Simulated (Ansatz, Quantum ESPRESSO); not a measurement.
**BaTiO3 [001], cubic perovskite: uniaxial strain and lateral response**

The c axis is held at a set length while the cell relaxes sideways. How do the lateral strain and the stress follow? The strained cell has c along the load; unstrained it is a = 3.9774 Å, b = 3.9774 Å, c = 3.9774 Å, α = 90.00°, β = 90.00°, γ = 90.00°, with 5 atoms. The symmetry of the cell is held, so distortions that would lower it, which this phase may prefer, aren't tested.

Calculated with Quantum ESPRESSO 7.5, PBEsol, GBRV 1.5 ultrasoft potentials, cutoff 680 eV, Fermi–Dirac smearing 0.02 eV, k-mesh 7×7×7, no spin polarisation, no spin-orbit coupling.

Relaxed positions at 0 %:

```
atom       x       y       z
  Ba  0.0000  0.0000  0.0000
  Ti  0.5000  0.5000  0.5000
   O  0.5000  0.5000  0.0000
   O  0.5000  0.0000  0.5000
   O  0.0000  0.5000  0.5000
```

```csv
ε_c (%),a (Å),c (Å),ε_a (%),"σ (GPa, tension positive)"
−3,4.0106,3.8581,0.836,−8.96
−2,3.9991,3.8978,0.546,−5.70
−1,3.9879,3.9376,0.264,−2.72
0,3.9774,3.9774,0.000,0.00
2,3.9575,4.0569,−0.500,4.72
3,3.9483,4.0967,−0.731,6.78
```

**Question.** Fit both responses and give the free strain and the stress at +1 %, a row left out above.

Least squares with y = y0 + y1 ε + y2 ε² (ε in %) gives ε_a = −0.001 + (−0.2612) ε + (0.0060) ε² and σ = 0.00 + (2.617) ε + (−0.122) ε² GPa. The linear terms put the ratio of free to applied strain at −0.261 and the Young modulus at 262 GPa.

At +1 % the free strain comes out as −0.257 %. The run itself gives −0.250 %, so the estimate misses by 0.007 %, more than the largest misfit of the fitted rows (0.002 %).

The stress comes out as 2.50 GPa. The run itself gives 2.46 GPa, so the estimate misses by 0.04 GPa; the fitted rows themselves lie up to 0.03 GPa off the law.

Along a cube axis ν = C12/(C11 + C12) and Y = (C11 − C12)(C11 + 2C12)/(C11 + C12), so C11 = Y(1 − ν)/[(1 + ν)(1 − 2ν)] = 321 GPa and C12 = 113 GPa.

The negative ε² term means that the crystal stiffens in compression and softens in tension.

The same fit over all rows at other levels or in other programs gives the strain ratio = −0.258 with PBEsol (Ansatz) and −0.258 with PBEsol (Quantum ESPRESSO, PseudoDojo).

[Logs are printed without paths, hosts, clocks, repeated set-up lines and the standing remarks that a program may print on its own settings, such as how far it seeks lower states.]
